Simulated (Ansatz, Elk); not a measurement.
# NaTaO2 (model structure): optical spectrum from first principles, part 2 of 2

Aim: the dielectric function of NaTaO2 (model structure), and the optical constants that follow from it. The cell was made here by substitution or stacking, whether or not such a phase is known. It was built so: All Li replaced by Na and V replaced by Ta in the R-3m structure of LiVO2. The cell is first relaxed with Ansatz.

Elk 11.2.3 (patched build); DFT, LDA, all-electron APW+lo, Dirac cores, scalar-relativistic bands, independent-particle optical response without local fields.

So far: Starting point; Relaxation.

## Step 3: Ground state

The self-consistent density comes first; it also tells whether there is a gap, which decides the occupations and the need for a Drude term.

This step: DFT, LDA, all-electron APW+lo, Dirac cores, scalar-relativistic bands, ground state (Elk 11.2.3 (patched build)).

elk.in

```
tasks
  0
  120

xctype
  3

nempty
  8

lorbcnd
  .true.

rgkmax
  7.0

swidth
  0.0018375

maxscl
  100

epsengy
  1e-05

sppath
  './'

avec
  2.717763792421 1.569101653651 10.989041732871
  -2.717763792421 1.569101653651 10.989041732871
  0.000000000000 -3.138203317793 10.989041731373

atoms
  3
  'Ta.in'
  1
  0.500000000000 0.500000000000 0.500000000000   0.000 0.000 0.000
  'Na.in'
  1
  0.000000000000 0.000000000000 0.000000000000   0.000 0.000 0.000
  'O.in'
  2
  0.755452690000 0.755452690000 0.755452690000   0.000 0.000 0.000
  0.244547310000 0.244547310000 0.244547310000   0.000 0.000 0.000

ngridk
  8 8 8
```

Run with:

```sh
$ OMP_NUM_THREADS=2 elk
```

Numbers of over 12 decimals in the logs are rounded to 6 here.

The log of the run:

```text
┌─────────────────────────┐
│ Elk code version 11.2.3 │
└─────────────────────────┘

All units are atomic (Hartree, Bohr, etc.)

┌─────────────────────────────────────────────────┐
│ Ground-state run starting from atomic densities │
└─────────────────────────────────────────────────┘

Lattice vectors :
   2.717763792       1.569101654       10.98904173
  -2.717763792       1.569101654       10.98904173
   0.000000000      -3.138203318       10.98904173

Reciprocal lattice vectors :
   1.155947644      0.6673866835      0.1905894213
  -1.155947644      0.6673866835      0.1905894213
 -0.3571929003E-16  -1.334773367      0.1905894207

Unit cell volume      :    281.1731605
Brillouin zone volume :   0.8821973371

Muffin-tin inner radius fraction :   0.1000000000E-01

Nuclei treated as point charges

Species : 1 (Ta)
 parameters loaded from : Ta.in
 name : tantalum
 nuclear charge    :   -73.00000000
 electronic charge :    73.00000000
 atomic mass :    329847.8435
 muffin-tin radius :    2.437627635
 number of radial points in muffin-tin :    697
 inner part over the whole radius :   0.9852154680E-02
 number on inner part of muffin-tin    :    498
 approximate nuclear radius :   0.1005189763E-03
 number of mesh points to nuclear radius :    262
 atomic positions (lattice), magnetic fields (Cartesian) :
  1 :   0.00000000  0.00000000  0.00000000    0.00000000  0.00000000  0.00000000

Species : 2 (Na)
 parameters loaded from : Na.in
 name : sodium
 nuclear charge    :   -11.00000000
 electronic charge :    11.00000000
 atomic mass :    41907.78703
 muffin-tin radius :    2.200000000
 number of radial points in muffin-tin :    397
 inner part over the whole radius :   0.9883648912E-02
 number on inner part of muffin-tin    :    276
 approximate nuclear radius :   0.5574345702E-04
 number of mesh points to nuclear radius :    120
 atomic positions (lattice), magnetic fields (Cartesian) :
  1 :   0.50000000  0.50000000  0.50000000    0.00000000  0.00000000  0.00000000

Species : 3 (O)
 parameters loaded from : O.in
 name : oxygen
 nuclear charge    :   -8.000000000
 electronic charge :    8.000000000
 atomic mass :    29165.12205
 muffin-tin radius :    1.567046337
 number of radial points in muffin-tin :    297
 inner part over the whole radius :   0.9657045789E-02
 number on inner part of muffin-tin    :    203
 approximate nuclear radius :   0.5115538663E-04
 number of mesh points to nuclear radius :     88
 atomic positions (lattice), magnetic fields (Cartesian) :
  1 :   0.25545269  0.25545269  0.25545269    0.00000000  0.00000000  0.00000000
  2 :  -0.25545269 -0.25545269 -0.25545269    0.00000000  0.00000000  0.00000000

Total number of atoms per unit cell :    4
Total muffin-tin volume :    137.5122775
 ratio of muffin-tin to unit cell volume :   0.4890661587

Spin treatment :
 spin-unpolarised

Number of Bravais lattice symmetries :   12
Number of crystal symmetries         :   12
Crystal has inversion symmetry
Real symmetric eigensolver will be used

k-point grid :      8     8     8
k-point offset :    0.000000000       0.000000000       0.000000000
k-point set is reduced with full crystal symmetry group
Total number of k-points :       65

Muffin-tin radius times maximum |G+k| :    7.000000000
 using average radius
Maximum |G+k| for APW functions       :    3.602805929
Maximum (1/2)|G+k|²                   :    6.490105280
Maximum |G| for potential and density :    12.00000000
Constant for pseudocharge density :    7
 order of it for each species :   14  14  14
 order of it for pair densities of each species (exact exchange by exxq0 0: 14) :   14  13   5
Radial integration step length :    1

G-vector grid sizes :     45    45    45
Number of G-vectors :     8237

Maximum angular momentum used for
 APW functions            :    8
 outer part of muffin-tin :    6
 inner part of muffin-tin :    2

Total nuclear charge    :   -100.0000000
Total core charge       :    52.00000000
Total valence charge    :    48.00000000
Total excess charge     :    0.000000000
Total electronic charge :    100.0000000

Effective Wigner radius, rₛ :   0.8755784911

Number of empty states         :     32
Total number of valence states :     57
Total number of core states    :     52

Conduction state local-orbitals added automatically
Third-order local-orbitals added for an l without core states : F
Total number of local-orbitals :    241

Exchange-correlation functional :      3     0     0
 Perdew-Wang/Ceperley-Alder, Phys. Rev. B 45, 13244 (1992)
 gradient requirement :    0
 local density approximation (LDA)

Smearing type :    3
 Fermi-Dirac
Smearing width :   0.1837500000E-02
Effective electronic temperature (K) :    580.2366081

Mixing type :    3
 Broyden mixing, J. Phys. A: Math. Gen. 17, L317 (1984)

Kohn-Sham potential initialised from atomic data

┌──────────────────────────────┐
│ Self-consistent loop started │
└──────────────────────────────┘

┌─────────────────┐
│ Loop number : 1 │
└─────────────────┘

Energies :
 Fermi                       :     0.229600
 sum of occupied eigenvalues :     -9718.7669208856
 electron kinetic            :      17833.299982323
 core electron kinetic       :      17163.165455651
 Coulomb                     :     -33423.490985080
 Coulomb potential           :     -27115.035985595
 nuclear-nuclear             :     -1176.8515290133
 electron-nuclear            :     -37404.726216687
 Hartree                     :      5158.0867606202
 Madelung                    :     -19865.972992282
 xc potential                :     -437.03091761339
 exchange                    :     -328.91900148391
 correlation                 :     -9.521669
 electron entropic           :    -0.55822529077035E-03
 total energy                :     -15928.632231732

Density of states at Fermi energy :    54.69385207
 (states/Hartree/unit cell)

Estimated indirect band gap :   0.4987710954E-03
 from k-point 16 to k-point 43
Estimated direct band gap   :   0.1062161253E-01
 at k-point 30

Charges :
 core                        :    52.00000000
 valence                     :    48.00000000
 interstitial                :    4.413053740
 muffin-tins (core leakage)
  species : 1 (Ta)
   atom 1                    :    70.26638016     ( -0.1598726996E-05)
  species : 2 (Na)
   atom 1                    :    10.12354369     ( -0.1555072450E-05)
  species : 3 (O)
   atom 1                    :    7.598511206     ( -0.4177012239E-05)
   atom 2                    :    7.598511206     ( -0.4177012239E-05)
 total in muffin-tins        :    95.58694626
 total calculated charge     :    99.99434958
 total charge                :    100.0000000
 error                       :   0.5650417478E-02

┌─────────────────┐
│ Loop number : 2 │
└─────────────────┘

Energies :
 Fermi                       :     0.230060
 sum of occupied eigenvalues :     -9718.8673943808
 electron kinetic            :      17833.066733076
 core electron kinetic       :      17163.309194754
 Coulomb                     :     -33423.675504297
 Coulomb potential           :     -27114.604083542
 nuclear-nuclear             :     -1176.8515290133
 electron-nuclear            :     -37405.524725503
 Hartree                     :      5158.7007502200
 Madelung                    :     -19866.373462526
 xc potential                :     -437.33004391499
 exchange                    :     -328.91603901539
 correlation                 :     -9.521331
 electron entropic           :    -0.56520988364669E-03
 total energy                :     -15929.046706357

Density of states at Fermi energy :    55.48998203
 (states/Hartree/unit cell)

Estimated indirect band gap :   0.5042275390E-03
 from k-point 16 to k-point 43
Estimated direct band gap   :   0.1038308820E-01
 at k-point 30

Charges :
 core                        :    52.00000000
 valence                     :    48.00000000
 interstitial                :    4.424238414
 muffin-tins (core leakage)
  species : 1 (Ta)
   atom 1                    :    70.28253904     ( -0.1605765775E-05)
  species : 2 (Na)
   atom 1                    :    10.12490918     ( -0.1555072449E-05)
  species : 3 (O)
   atom 1                    :    7.584156687     ( -0.4176771559E-05)
   atom 2                    :    7.584156687     ( -0.4176771559E-05)
 total in muffin-tins        :    95.57576159
 total calculated charge     :    99.99435977
 total charge                :    100.0000000
 error                       :   0.5640234991E-02

RMS change in Kohn-Sham potential (target) :   0.2814298869     (  0.1000000000E-05)
Absolute change in total energy (target)   :   0.4144746246     (  0.1000000000E-04)

[... 14 loops left out ...]

┌──────────────────┐
│ Loop number : 17 │
└──────────────────┘

Energies :
 Fermi                       :     0.353577
 sum of occupied eigenvalues :     -9711.7214611065
 electron kinetic            :      17837.731022673
 core electron kinetic       :      17163.970073446
 Coulomb                     :     -33427.839361496
 Coulomb potential           :     -27100.695878611
 nuclear-nuclear             :     -1176.8515290133
 electron-nuclear            :     -37427.766306922
 Hartree                     :      5176.7784744394
 Madelung                    :     -19877.491422190
 xc potential                :     -448.75660516841
 exchange                    :     -328.77021836780
 correlation                 :     -9.509607
 electron entropic           :    -0.53055092751366E-03
 total energy                :     -15928.388694800

Density of states at Fermi energy :    50.32897657
 (states/Hartree/unit cell)

Estimated indirect band gap :   0.1905570200E-02
 from k-point 38 to k-point 16
Estimated direct band gap   :   0.2060963148E-01
 at k-point 52

Charges :
 core                        :    52.00000000
 valence                     :    48.00000000
 interstitial                :    4.801094309
 muffin-tins (core leakage)
  species : 1 (Ta)
   atom 1                    :    70.86088179     ( -0.1801821618E-05)
  species : 2 (Na)
   atom 1                    :    10.18997575     ( -0.1555072447E-05)
  species : 3 (O)
   atom 1                    :    7.074024079     ( -0.4174282771E-05)
   atom 2                    :    7.074024079     ( -0.4174282771E-05)
 total in muffin-tins        :    95.19890569
 total calculated charge     :    99.99490045
 total charge                :    100.0000000
 error                       :   0.5099554909E-02

RMS change in Kohn-Sham potential (target) :   0.1018809861E-07 (  0.1000000000E-05)
Absolute change in total energy (target)   :   0.4806832294E-05 (  0.1000000000E-04)

Convergence targets achieved

┌──────────────────┐
│ Loop number : 18 │
└──────────────────┘

Energies :
 Fermi                       :     0.353577
 sum of occupied eigenvalues :     -9711.7214619245
 electron kinetic            :      17837.731021647
 core electron kinetic       :      17163.970072850
 Coulomb                     :     -33427.839361123
 Coulomb potential           :     -27100.695878656
 nuclear-nuclear             :     -1176.8515290133
 electron-nuclear            :     -37427.766306127
 Hartree                     :      5176.7784740168
 Madelung                    :     -19877.491421795
 xc potential                :     -448.75660491544
 exchange                    :     -328.77021836412
 correlation                 :     -9.509607
 electron entropic           :    -0.53055093410256E-03
 total energy                :     -15928.388695450

Density of states at Fermi energy :    50.32897745
 (states/Hartree/unit cell)

Estimated indirect band gap :   0.1905570196E-02
 from k-point 38 to k-point 16
Estimated direct band gap   :   0.2060963157E-01
 at k-point 52

Charges :
 core                        :    52.00000000
 valence                     :    48.00000000
 interstitial                :    4.801094305
 muffin-tins (core leakage)
  species : 1 (Ta)
   atom 1                    :    70.86088177     ( -0.1801821597E-05)
  species : 2 (Na)
   atom 1                    :    10.18997575     ( -0.1555072446E-05)
  species : 3 (O)
   atom 1                    :    7.074024089     ( -0.4174283079E-05)
   atom 2                    :    7.074024089     ( -0.4174283079E-05)
 total in muffin-tins        :    95.19890570
 total calculated charge     :    99.99490045
 total charge                :    100.0000000
 error                       :   0.5099554990E-02

┌──────────────────────────────┐
│ Self-consistent loop stopped │
└──────────────────────────────┘

Wrote STATE.OUT
```

Run time: 47 s. Hardware: 2 threads of Intel Xeon Platinum 8488C (Sapphire Rapids), shared host; peak memory 0.13 GiB.

This step gave:

* total energy: -15928 Ha
* Fermi energy: 9.621 eV
* DOS at the Fermi level: 1.850 states/eV/cell

There are states at the Fermi level within the smearing, so the occupations stay smeared and the carriers get a Drude term.

## Step 4: Independent particles

The spectrum is a sum over vertical transitions between filled and empty bands at the fixed density, so many empty bands are needed.

This step: DFT, LDA, all-electron APW+lo, Dirac cores, scalar-relativistic bands, independent-particle optical response without local fields (Elk 11.2.3 (patched build)).

elk.in, as its differences from that of step 3:

```diff
@@ -1,4 +1,10 @@
 tasks
-  0
-  120
+  121
+
+optcomp
+  1 1
+  3 3
+
+intraband
+  .true.
 
@@ -17,9 +23,7 @@
 swidth
-  0.0018375
+  0.0110248
 
-maxscl
-  100
-
-epsengy
-  1e-05
+wplot
+  400 100 0
+  0.0 0.73499
```

Run with:

```sh
$ OMP_NUM_THREADS=2 elk
```

The log of the run:

```text
┌─────────────────────────────────┐
│ Elk code version 11.2.3 started │
└─────────────────────────────────┘

┌────────────────────┐
│ Current task : 121 │
└────────────────────┘
Info(checkmt): changed muffin-tin radius of species 1 (Ta) from   2.8000 to   2.4376
Info(checkmt): changed muffin-tin radius of species 3 (O) from   1.8000 to   1.5670

Info(findsymcrys): atomic basis shift (lattice) :
  0.5000000000      0.5000000000      0.5000000000
See GEOMETRY.OUT for new atomic positions

Info(dielectric):
 dielectric tensor written to EPSILON_ij.OUT
 optical conductivity written to SIGMA_ij.OUT
 plasma frequency written to PLASMA_ij.OUT
 for components
  i = 1, j = 1
  i = 3, j = 3

┌──────────────────┐
│ Elk code stopped │
└──────────────────┘
```

Wall time 5.7 s (2 threads); peak memory 0.04 GiB; 11 s of CPU time.

Read-outs, printed or worked out from the files:

| Quantity | Value |
| --- | --- |
| Drude plasma energy, first axis | 5.745 eV |

Sum at mesh points, not converged in k. Table of Im ε by photon energy; read off at these points:

| photon energy (eV) | E ∥ x | E ∥ z |
| --- | --- | --- |
| 0.50 | 150 | 4.78 |
| 1.00 | 48.8 | 1.76 |
| 1.50 | 14.0 | 0.663 |
| 2.00 | 7.42 | 0.530 |
| 2.50 | 4.65 | 0.445 |
| 3.00 | 2.60 | 0.605 |
| 3.50 | 1.97 | 1.17 |
| 4.00 | 2.06 | 0.833 |
| 4.20 | 2.32 | 0.869 |
| 4.50 | 1.97 | 1.14 |
| 5.00 | 1.91 | 1.76 |
| 5.50 | 1.94 | 1.82 |
| 6.00 | 1.97 | 1.70 |
| 6.50 | 2.61 | 1.99 |
| 7.00 | 3.45 | 3.15 |
| 7.50 | 4.19 | 3.77 |
| 8.00 | 5.09 | 4.89 |
| 8.50 | 5.74 | 5.81 |
| 8.85 | 6.06 | 6.11 |
| 9.00 | 5.98 | 6.52 |
| 9.50 | 5.71 | 7.78 |
| 9.80 | 5.69 | 8.34 |
| 10.00 | 5.33 | 8.16 |
| 10.50 | 4.90 | 6.54 |
| 11.00 | 3.31 | 4.92 |
| 11.50 | 2.39 | 4.28 |
| 12.00 | 1.78 | 2.95 |
| 12.50 | 1.52 | 2.39 |
| 13.00 | 1.36 | 2.12 |
| 13.50 | 1.58 | 2.31 |
| 14.00 | 1.61 | 2.42 |
| 14.50 | 1.57 | 2.04 |
| 15.00 | 1.52 | 1.82 |
| 15.50 | 1.28 | 1.51 |
| 16.00 | 1.31 | 1.33 |
| 16.50 | 1.72 | 1.47 |
| 17.00 | 2.04 | 1.59 |
| 17.50 | 1.75 | 1.50 |
| 18.00 | 1.60 | 1.47 |
| 18.50 | 1.34 | 1.22 |
| 19.00 | 1.21 | 1.10 |
| 19.50 | 1.08 | 0.907 |

Values under 1 per cm are given as 1; sum at mesh points, not converged in k. Absorption coefficient against photon energy:

| photon energy (eV) | E ∥ x (1/cm) | E ∥ z (1/cm) |
| --- | --- | --- |
| 1 | 8.2e5 | 47980 |
| 2 | 7.7e5 | 25481 |
| 3 | 6.5e5 | 40288 |
| 4 | 3.9e5 | 74559 |
| 5 | 3.4e5 | 1.9e5 |
| 6 | 3.4e5 | 2.2e5 |
| 7 | 5.8e5 | 4.3e5 |
| 8 | 9.4e5 | 7.6e5 |
| 9 | 1.4e6 | 1.2e6 |
| 10 | 1.7e6 | 1.9e6 |
| 11 | 1.9e6 | 1.9e6 |
| 12 | 1.5e6 | 1.8e6 |
| 13 | 1.1e6 | 1.4e6 |
| 14 | 1.2e6 | 1.6e6 |
| 15 | 1.2e6 | 1.5e6 |
| 16 | 1.0e6 | 1.2e6 |
| 17 | 1.5e6 | 1.4e6 |
| 18 | 1.6e6 | 1.5e6 |
| 19 | 1.4e6 | 1.4e6 |

Sum at mesh points, not converged in k. Loss function −Im 1/ε at q → 0 against energy loss; read off at these points:

| energy loss (eV) | E ∥ x | E ∥ z |
| --- | --- | --- |
| 0.50 | 0.00627 | 0.167 |
| 1.00 | 0.00879 | 0.130 |
| 1.50 | 0.0156 | 0.0409 |
| 2.00 | 0.0316 | 0.0266 |
| 2.50 | 0.0532 | 0.0196 |
| 3.00 | 0.109 | 0.0222 |
| 3.50 | 0.284 | 0.0420 |
| 3.85 | 0.522 | 0.0365 |
| 4.00 | 0.480 | 0.0313 |
| 4.50 | 0.458 | 0.0344 |
| 5.00 | 0.305 | 0.0542 |
| 5.50 | 0.214 | 0.0558 |
| 6.00 | 0.162 | 0.0516 |
| 6.50 | 0.117 | 0.0463 |
| 7.00 | 0.132 | 0.0632 |
| 7.50 | 0.128 | 0.0665 |
| 8.00 | 0.135 | 0.0817 |
| 8.50 | 0.143 | 0.0920 |
| 9.00 | 0.159 | 0.0953 |
| 9.50 | 0.172 | 0.107 |
| 10.00 | 0.187 | 0.121 |
| 10.50 | 0.190 | 0.149 |
| 11.00 | 0.233 | 0.196 |
| 11.50 | 0.309 | 0.212 |
| 12.00 | 0.453 | 0.288 |
| 12.50 | 0.600 | 0.383 |
| 13.00 | 0.734 | 0.471 |
| 13.50 | 0.622 | 0.431 |
| 14.00 | 0.597 | 0.411 |
| 14.50 | 0.616 | 0.485 |
| 15.00 | 0.644 | 0.540 |
| 15.30 | 0.721 | 0.614 |
| 15.50 | 0.694 | 0.660 |
| 16.00 | 0.599 | 0.742 |
| 16.50 | 0.457 | 0.637 |
| 17.00 | 0.464 | 0.607 |
| 17.50 | 0.566 | 0.647 |
| 18.00 | 0.625 | 0.670 |
| 18.50 | 0.745 | 0.819 |
| 19.00 | 0.824 | 0.901 |
| 19.50 | 0.899 | 1.05 |
| 19.75 | 0.875 | 1.09 |

Sum at mesh points, not converged in k. Table of reflectivity at normal incidence by photon energy; read off at these points:

| photon energy (eV) | E ∥ x (%) | E ∥ z (%) |
| --- | --- | --- |
| 1.0 | 85.2 | 11.4 |
| 2.0 | 78.6 | 12.9 |
| 3.0 | 65.6 | 15.4 |
| 4.0 | 18.1 | 15.3 |
| 5.0 | 9.95 | 17.4 |
| 6.0 | 11.4 | 17.4 |
| 7.0 | 18.3 | 21.8 |
| 8.0 | 24.0 | 25.0 |
| 9.0 | 29.6 | 28.4 |
| 10.0 | 33.6 | 36.4 |
| 10.5 | 37.8 | 38.8 |
| 11.0 | 41.2 | 35.5 |
| 12.0 | 33.4 | 35.8 |
| 13.0 | 16.9 | 21.9 |
| 14.0 | 14.4 | 23.4 |
| 15.0 | 15.2 | 22.6 |
| 16.0 | 8.79 | 15.1 |
| 17.0 | 15.3 | 14.4 |
| 18.0 | 17.6 | 15.3 |
| 18.2 | 17.9 | 16.5 |
| 19.0 | 15.5 | 14.9 |

Optical constants at common wavelengths, from n + ik = √ε:

| wavelength (nm) | n x | k x | R (%) x | 1/α x | n z | k z | R (%) z | 1/α z |
| --- | --- | --- | --- | --- | --- | --- | --- | --- |
| 1550 | 4.79 | 9.338 | 84.1 | 13 nm | 1.85 | 0.678 | 13.8 | 182 nm |
| 800 | 1.26 | 5.106 | 83.9 | 12 nm | 2.02 | 0.157 | 11.6 | 406 nm |
| 633 | 1.00 | 3.882 | 79.1 | 13 nm | 2.10 | 0.128 | 12.8 | 393 nm |
| 450 | 0.63 | 2.544 | 72.4 | 14 nm | 2.23 | 0.102 | 14.6 | 350 nm |
| 405 | 0.62 | 2.037 | 63.2 | 16 nm | 2.29 | 0.144 | 15.6 | 224 nm |
| 365 | 0.65 | 1.624 | 51.6 | 18 nm | 2.31 | 0.234 | 16.0 | 124 nm |
| 193 | 2.04 | 0.588 | 14.9 | 26 nm | 2.50 | 0.374 | 19.3 | 41 nm |

In reflection the computed colour is light grey: x = 0.317, y = 0.332, luminous reflectivity 45 %.

## Step 5: Summary of results

```
Drude plasma energy, first axis : 5.75 eV
```

**Reading.** At this level (LDA, independent particles) NaTaO2 is a metal with a Drude plasma energy of 5.7 eV along x and 1.1 eV along z. The mesh is too coarse to trust the carriers' weight, the reflectivity or the colour to better than tens of per cent. The cell shrank by 13.6 % in volume. Along x the bare Drude plasma energy is 5.7 eV; Re ε first rises through zero at 3.93 eV, far lower, because interband transitions screen the carriers. In reflection the computed colour is light grey: x = 0.317, y = 0.332, luminous reflectivity 45 %. The carriers' damping of 0.3 eV is typed, not computed; at 0.8 eV the carriers give 19 % of Im ε along the first axis; the rest comes from the sum over bands, which at low energy also holds close bands and the noise of the mesh. The run has no spin polarisation; magnetic order or correlation, untested here, could change the spectrum. Spin-orbit coupling is left out although heavy atoms are present. The sum runs over mesh points 0.32 Å⁻¹ apart with no interpolation, so peaks are partly noise of the mesh, and the Drude plasma energy, a sum over the Fermi surface, isn't converged.

[Machine, clock and banner lines and Python warnings are left out of the logs.]

[Logs are printed without paths, hosts, clocks, repeated set-up lines and the standing remarks that a program may print on its own settings, such as how far it seeks lower states.]

[Hosts, paths, dates, database ids (printed as entryN), source tags and the programs' standing remarks are cut or masked in the printed files.]
